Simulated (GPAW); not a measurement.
## C K-edge XANES of rock-salt (TiC)₁₋ₓ(ZrC)ₓ at x = 0.75

What does the C K edge look like in rock-salt (TiC)₁₋ₓ(ZrC)ₓ at x = 0.75?

Program: GPAW 26.7.0. Level of theory: X-ray absorption from dipole matrix elements to empty bands, plane-wave PAW LDA. Results are calculated unless marked as measured.

## 1. Starting point

The cell holds 16 atoms: 6 Zr, 8 C and 2 Ti. Cell: a = 6.515 Å, b = 6.515 Å, c = 6.515 Å, α = 60.0°, β = 60.0°, γ = 60.0°. 16-atom rock-salt cell, 6 of 8 Ti sites taken by Zr at random, lattice constants typed for the ends and interpolated (Vegard).

## 2. Relaxation

The cell was built by hand, so its atoms are relaxed first: near-edge features follow bond lengths closely.

Contents of relax.py:

```python
import numpy as np
from ase import Atoms
from ase.parallel import parprint, paropen
from gpaw import GPAW, PW, FermiDirac, Mixer, MixerDif, setup_paths
from ase.optimize import BFGS

atoms = Atoms('ZrCZrCZrCTiCTiCZrCZrCZrC',
    cell=[[0, 4.607, 4.607],
     [4.607, 0, 4.607],
     [4.607, 4.607, 0]],
    scaled_positions=[[0.999905, 0.001238, 0.001],
     [0.749491, 0.250476, 0.251258],
     [0.001693, 0.002202, 0.496572],
     [0.749564, 0.252689, 0.752078],
     [0.998434, 0.501507, 0.003122],
     [0.746094, 0.74822, 0.251262],
     [0.004081, 0.501735, 0.499271],
     [0.74938, 0.751316, 0.748903],
     [0.498112, 0.998181, 0.000545],
     [0.248462, 0.253023, 0.250451],
     [0.499227, 0.002516, 0.499485],
     [0.248941, 0.251277, 0.750692],
     [0.500505, 0.498543, 0.995995],
     [0.248091, 0.747004, 0.246695],
     [0.499941, 0.499965, 0.497206],
     [0.250001, 0.748856, 0.747903]],
    pbc=True)
atoms.calc = GPAW(legacy_gpaw=True, mode=PW(500, force_complex_dtype=True), xc='LDA', setups={},
    kpts={'size': (4, 4, 4), 'gamma': True}, occupations=FermiDirac(0.08),
    charge=0, mixer=Mixer(0.1, 5, 50), maxiter=150,
    convergence={'density': 0.0001, 'eigenstates': 1e-6}, txt='relax.txt')
steps = []
opt = BFGS(atoms, logfile='-')
opt.attach(lambda: steps.append([atoms.get_potential_energy(), float(np.linalg.norm(atoms.get_forces(), axis=1).max())]))
done = opt.run(fmax=0.05, steps=30)
out = dict(done=bool(done), steps=steps, frac=atoms.get_scaled_positions().tolist())
import json
with paropen('out.json', 'w') as f:
    json.dump(out, f)
```

Started as:

```sh
> OMP_NUM_THREADS=1 mpirun -n 4 gpaw python relax.py
```

Numbers of over 12 decimals in the logs are rounded to 6 here.

What it wrote:

```text
Input parameters:
  convergence: {density: 0.0001,
                eigenstates: 1e-06}
  kpts: {gamma: True,
         size: (4, 4, 4)}
  maxiter: 150
  mixer: {backend: pulay,
          beta: 0.1,
          method: separate,
          nmaxold: 5,
          weight: 50}
  mode: {ecut: 500.0,
         force_complex_dtype: True,
         name: pw}
  occupations: {fixmagmom: False,
                name: fermi-dirac,
[...]
Forces in eV/Ang:
[...]
14 Zr    0.00853   -0.00434    0.00440
 15 C    -0.00300    0.00442   -0.01025
Step     Time          Energy          fmax
BFGS:    0 03:03:15     -158.989720        0.526210
BFGS:    1 03:04:17     -159.011474        0.415661
BFGS:    2 03:05:19     -159.037177        0.204386
BFGS:    3 03:06:00     -159.039625        0.129381
BFGS:    4 03:06:55     -159.041797        0.051086
BFGS:    5 03:07:30     -159.042125        0.042736
[key lines of the parts left out:]
Converged after 5 iterations.
Dipole moment: (-0.014780, 0.460216, -0.075748) |e|*Ang
Free energy:   -159.042125
Fermi level: 10.12171
```

The job ended after 6.8 min (4 MPI ranks of Arm Neoverse V2, shared host; peak memory 0.45 GiB).

In 5 steps the energy fell by 52 meV (energies extrapolated to zero smearing) and the largest force to 0.043 eV/Å. Atom 14 (C; the text counts from 1, the script from 0) is among those that moved most, by 0.04 Å.

## 3. The field without a hole

The ground state comes first: it tells whether the system has a gap, which decides how the excited electron is treated.

Contents of scf.py:

```python
import numpy as np
from ase import Atoms
from ase.parallel import parprint, paropen
from gpaw import GPAW, PW, FermiDirac, Mixer, MixerDif, setup_paths
from gpaw.test import gen
setup_paths.insert(0, '.')
gen('C', name='nch1s', xcname='LDA', corehole=(1, 0, 0), write_xml=True)
from gpaw.mpi import world
world.barrier()

atoms = Atoms('ZrCZrCZrCTiCTiCZrCZrCZrC',
    cell=[[0, 4.607, 4.607],
     [4.607, 0, 4.607],
     [4.607, 4.607, 0]],
    scaled_positions=[[0.9992976, 0.000548, 0.9995468],
     [0.7498099, 0.2503785, 0.2493465],
     [0.9993694, 0.0008436, 0.4995658],
     [0.7497336, 0.2502954, 0.7492672],
     [0.9995158, 0.5003767, 0.9996461],
     [0.7486377, 0.751553, 0.248737],
     [0.0005789, 0.5005543, 0.4992686],
     [0.7492807, 0.751039, 0.7498626],
     [0.49979, 0.9998991, 0.9992644],
     [0.2491482, 0.2510717, 0.2500134],
     [0.4995696, 0.0005019, 0.4992458],
     [0.2493869, 0.25051, 0.7496398],
     [0.4995304, 0.5003287, 0.9997339],
     [0.2489468, 0.749839, 0.2502908],
     [0.4995956, 0.500449, 0.4996362],
     [0.2497094, 0.750548, 0.7494047]],
    pbc=True)
atoms.calc = calc = GPAW(legacy_gpaw=True, mode=PW(500, force_complex_dtype=True), xc='LDA', setups={3: 'nch1s'},
    kpts={'size': (4, 4, 4), 'gamma': True}, occupations=FermiDirac(0.05),
    charge=0, mixer=Mixer(0.1, 5, 50), maxiter=150,
    convergence={'density': 0.0001, 'eigenstates': 1e-6}, txt='scf.txt')
energy = atoms.get_potential_energy() + calc.get_reference_energy()
ef = calc.get_fermi_level()
out = dict(energy=energy, fermi=ef, forces=atoms.get_forces().tolist())
parprint(f'all-electron energy {energy:.4f} eV, Fermi level {ef:.4f} eV')
ev = np.array([[calc.get_eigenvalues(k, s) for k in range(len(calc.get_ibz_k_points()))] for s in range(calc.get_number_of_spins())])
out['homo'], out['lumo'], out['counts'] = ev[ev < ef].max(), ev[ev > ef].min(), sorted(set((ev < ef).sum((0, 2)).tolist()))
out['filled'] = (ev[:, 0] < ef).sum(1).tolist()
import json
with paropen('out.json', 'w') as f:
    json.dump(out, f)
```

Started as:

```sh
> OMP_NUM_THREADS=1 mpirun -n 4 gpaw python scf.py
```

What it wrote:

```text
Input parameters:
  convergence: {density: 0.0001,
                eigenstates: 1e-06}
  kpts: {gamma: True,
         size: (4, 4, 4)}
  maxiter: 150
  mixer: {backend: pulay,
          beta: 0.1,
          method: separate,
          nmaxold: 5,
          weight: 50}
  mode: {ecut: 500.0,
         force_complex_dtype: True,
         name: pw}
  occupations: {fixmagmom: False,
                name: fermi-dirac,
                width: 0.05}
  setups: {3: nch1s}

Initialize ...

[... PAW data sets ...]

Reference energy: -641217.694604  # eV

Spin-paired calculation

[... convergence settings ...]
Symmetries present (total): 1
  [... symmetry matrices ...]

64 k-points: 4 x 4 x 4 Monkhorst-Pack grid + [1/8,1/8,1/8]
36 k-points in the irreducible part of the Brillouin zone
       k-points in crystal coordinates                weights
   0:     0.00000000    0.00000000    0.00000000          1/64
   1:     0.00000000    0.00000000    0.25000000          2/64
   2:     0.00000000    0.00000000    0.50000000          1/64
   3:     0.00000000    0.25000000   -0.25000000          2/64
   4:     0.00000000    0.25000000    0.00000000          2/64
   5:     0.00000000    0.25000000    0.25000000          2/64
   6:     0.00000000    0.25000000    0.50000000          2/64
   7:     0.00000000    0.50000000    0.00000000          1/64
   8:     0.00000000    0.50000000    0.25000000          2/64
   9:     0.00000000    0.50000000    0.50000000          1/64
          ...
  35:     0.50000000    0.50000000    0.50000000          1/64

Wave functions: Plane wave expansion
  Cutoff energy: 500.000 eV
  Number of coefficients (min, max): 4940, 4992
  Pulay-stress correction: 0.000000 eV/Ang^3 (de/decut=0.000000)
  Using FFTW library
  Wavefunction extrapolation:
    Improved wavefunction reuse through dual PAW basis

Occupation numbers: Fermi-Dirac:
  width: 0.0500  # eV

Eigensolver
   Davidson(niter=2)

Densities:
  Coarse grid: 35*35*35 grid
  Fine grid: 70*70*70 grid
  Total Charge: 0.000000

Density mixing:
  Method: separate
  Backend: pulay
  Linear mixing parameter: 0.1
  old densities: 5
  Width of damping distribution: 1.1
  Damping of long wavelength oscillations: 50

[... Hamiltonian set-up ...]
Number of atoms: 16
Number of atomic orbitals: 136
Number of bands in calculation: 81
Number of valence electrons: 128
Bands to converge: occupied

... initialized

Initializing position-dependent things.

Density initialized from atomic densities
Creating initial wave functions:
  81 bands from LCAO basis set

                       Zr
                      C    Ti

              C  Zr
          Zr    C     Zr

         C    Zr    C
             C

         Zr   C
       C     Ti

Atomic positions and initial magnetic moments

Positions:
   0 Zr     4.607437    9.208676    4.606289    ( 0.0000,  0.0000,  0.0000)
   1 C      2.302233    4.603114    4.607868    ( 0.0000,  0.0000,  0.0000)
   2 Zr     2.305386    6.905594    4.607981    ( 0.0000,  0.0000,  0.0000)
   3 C      4.604985    6.905897    4.607134    ( 0.0000,  0.0000,  0.0000)
   4 Zr     6.910605    9.210139    6.910005    ( 0.0000,  0.0000,  0.0000)
   5 C      4.608336    4.594905    6.911379    ( 0.0000,  0.0000,  0.0000)
   6 Ti     4.606184    2.302797    2.308721    ( 0.0000,  0.0000,  0.0000)
[...]
13 C      4.607598    2.299988    4.601406    ( 0.0000,  0.0000,  0.0000)
  14 Zr     4.607393    4.603461    4.607205    ( 0.0000,  0.0000,  0.0000)
  15 C      6.910282    4.602919    4.608186    ( 0.0000,  0.0000,  0.0000)

Unit cell:
           periodic     x           y           z      points  spacing
  1. axis:    yes    0.000000    4.607000    4.607000    35     0.1520
  2. axis:    yes    4.607000    0.000000    4.607000    35     0.1520
  3. axis:    yes    4.607000    4.607000    0.000000    35     0.1520

  Lengths:   6.515282   6.515282   6.515282
  Angles:   60.000000  60.000000  60.000000

Effective grid spacing dv^(1/3) = 0.1658

iter:   1  -175.025799
iter:   2  -164.645569   -0.42  -0.87
iter:   3  -159.561045   +0.15  -1.02
iter:   4  -159.528432   -0.78  -1.48
iter:   5  -159.380732   -1.54  -1.50
iter:   6  -159.670201   -1.05  -1.52
iter:   7  -159.110233   -1.79  -1.65
iter:   8  -159.013389   -1.89  -2.09
iter:   9  -159.030209   -3.05  -2.33
iter:  10  -159.032176c  -2.11  -2.43
iter:  11  -159.012955c  -3.38  -2.50
iter:  12  -159.013198c  -3.73  -3.19
iter:  13  -159.012885c  -4.66  -3.30
iter:  14  -159.012786c  -5.12  -3.56
iter:  15  -159.012783c  -5.60  -3.71
iter:  16  -159.012765c  -5.34  -3.65
iter:  17  -159.012766c  -6.62c -3.94
iter:  18  -159.012786c  -6.06c -4.08c

Converged after 18 iterations.

Dipole moment: (-0.015263, 0.459655, -0.076180) |e|*Ang

Energy contributions relative to reference atoms: (reference = -641217.694604)

Kinetic:       +104.734704
Potential:     -118.507388
External:        +0.000000
XC:            -147.256160
Entropy (-ST):   -0.024757
Local:           +2.028437
SIC:             +0.000000
--------------------------
Free energy:   -159.025164
Extrapolated:  -159.012786

Showing only first 2 kpts
 Kpt  Band  Eigenvalues  Occupancy
  0    62     10.42967    0.00286
  0    63     10.42995    0.00284
  0    64     11.01139    0.00000
  0    65     11.01218    0.00000

  1    62      9.78607    1.99642
  1    63      9.78643    1.99639
  1    64     10.46899    0.00130
  1    65     10.61074    0.00008

Fermi level: 10.10222

No gap
No difference between direct/indirect transitions

Forces in eV/Ang:
  0 Zr   -0.01291    0.00328    0.00937
  1 C     0.01370   -0.00466   -0.00229
  2 Zr   -0.01547    0.01430   -0.00949
  3 C     0.03392    0.00183   -0.00780
  4 Zr    0.01024   -0.00724    0.02076
  5 C    -0.01743    0.03717   -0.01267
  6 Ti    0.00160   -0.01743   -0.03312
[...]
13 C    -0.01078   -0.00987    0.02500
 14 Zr    0.00909   -0.00043    0.00515
 15 C    -0.00355    0.00605   -0.00911
Scalar-relativistic atomic LDA calculation for C (Carbon, Z=6)
Core hole in 1s state (1s occupation: 2.0)
300 radial gridpoints.
|------------------------------------------------|
|------------------------------------------------|
[... the atom generator's iteration count ...]

Energy contributions:
-------------------------
Kinetic:      +37.233774
XC:            -4.729621
Potential:    -69.944456
-------------------------
Total:        -37.440303

state      eigenvalue         ekin         rmax
-----------------------------------------------
1s^2.0 :    -9.951671    15.733548        0.175
2s^2.0 :    -0.501207     1.649369        1.216
2p^2.0 :    -0.198967     1.233970        1.191
-----------------------------------------------
(units: Bohr and Hartree)

Generating PAW setup
Kinetic energy of the core from tauc = 31.481335
Cutoffs:
rc(s)=1.200
rc(p)=1.200
rc(d)=1.200
rc(vbar)=1.080
rc(comp)=1.200
rc(nct)=1.200

Kinetic energy of the core states: 31.467096
Charge: 0.0
Core electrons: 2.0
Valence electrons: 4.0
Pseudo-core charge: 0.032813
Shape function alpha=6.944
Pseudo-electron charge 4.032078
state    eigenvalue         norm
--------------------------------
2s(2) :    -0.501207     1.045313
*s    :     0.498793
2p(2) :    -0.198967     0.954320
*p    :     0.801033
*d    :     0.000000
--------------------------------

Diagonalizing with gridspacing h=0.050

state   all-electron     PAW
-------------------------------
2s:      -0.501207    -0.501829
2p:      -0.198967    -0.199729
*d:                    0.045938
*f:                    0.074849
-------------------------------
all-electron energy -641376.7074 eV, Fermi level 10.1022 eV
```

The job ended after 2.3 min (4 MPI ranks; peak memory 0.45 GiB).

The mesh shows no gap, so the system is treated as a metal and the core electron is put at the Fermi level (neutral cell).

## 4. Cell without a hole, the energy reference

The photon energy needs a difference of total energies, so the cell and mesh of the coming hole run are first run without a hole.

scf.py: that of step 3 with these lines changed.

```diff
@@ -32,3 +32,3 @@
 atoms.calc = calc = GPAW(legacy_gpaw=True, mode=PW(500, force_complex_dtype=True), xc='LDA', setups={3: 'nch1s'},
-    kpts={'size': (4, 4, 4), 'gamma': True}, occupations=FermiDirac(0.05),
+    kpts={'size': (4, 4, 4), 'gamma': True}, occupations=FermiDirac(0.1),
     charge=0, mixer=Mixer(0.1, 5, 50), maxiter=150,
```

What it wrote:

```text
Input parameters:
  convergence: {density: 0.0001,
                eigenstates: 1e-06}
  kpts: {gamma: True,
         size: (4, 4, 4)}
  maxiter: 150
  mixer: {backend: pulay,
          beta: 0.1,
          method: separate,
          nmaxold: 5,
          weight: 50}
  mode: {ecut: 500.0,
         force_complex_dtype: True,
         name: pw}
  occupations: {fixmagmom: False,
                name: fermi-dirac,
[...]
2s(2) :    -0.501207     1.045313
*s    :     0.498793
2p(2) :    -0.198967     0.954320
*p    :     0.801033
*d    :     0.000000
--------------------------------

Diagonalizing with gridspacing h=0.050

state   all-electron     PAW
-------------------------------
2s:      -0.501207    -0.501829
2p:      -0.198967    -0.199729
*d:                    0.045938
*f:                    0.074849
-------------------------------
all-electron energy -641376.7100 eV, Fermi level 10.1319 eV
[key lines of the parts left out:]
Converged after 18 iterations.
Dipole moment: (-0.015261, 0.459695, -0.076155) |e|*Ang
Free energy:   -159.056863
Fermi level: 10.13194
```

Elapsed: 2.3 min, on 4 MPI ranks; peak memory 0.45 GiB; 9.3 min of CPU time.

Reference energy: -641376.710 eV with the cores included.

[end of part 1 of 3]

[Banner, clock and machine lines of the logs are left out without a mark of their own.]

[Logs are printed without paths, hosts, clocks, repeated set-up lines and the standing remarks that a program may print on its own settings, such as how far it seeks lower states.]

[Hosts, paths, dates, database ids (printed as entryN), source tags and the programs' standing remarks are cut or masked in the printed files.]

[Lists of maxima count a maximum above −3 eV only where it reaches 4 % of the highest in the window and stands out from its surroundings by 2 % of it (1.5 % where it reaches 55 %); shoulders and weaker maxima are passed over, and of the rest the first, up to two pre-edge ones and the few strongest are named.]
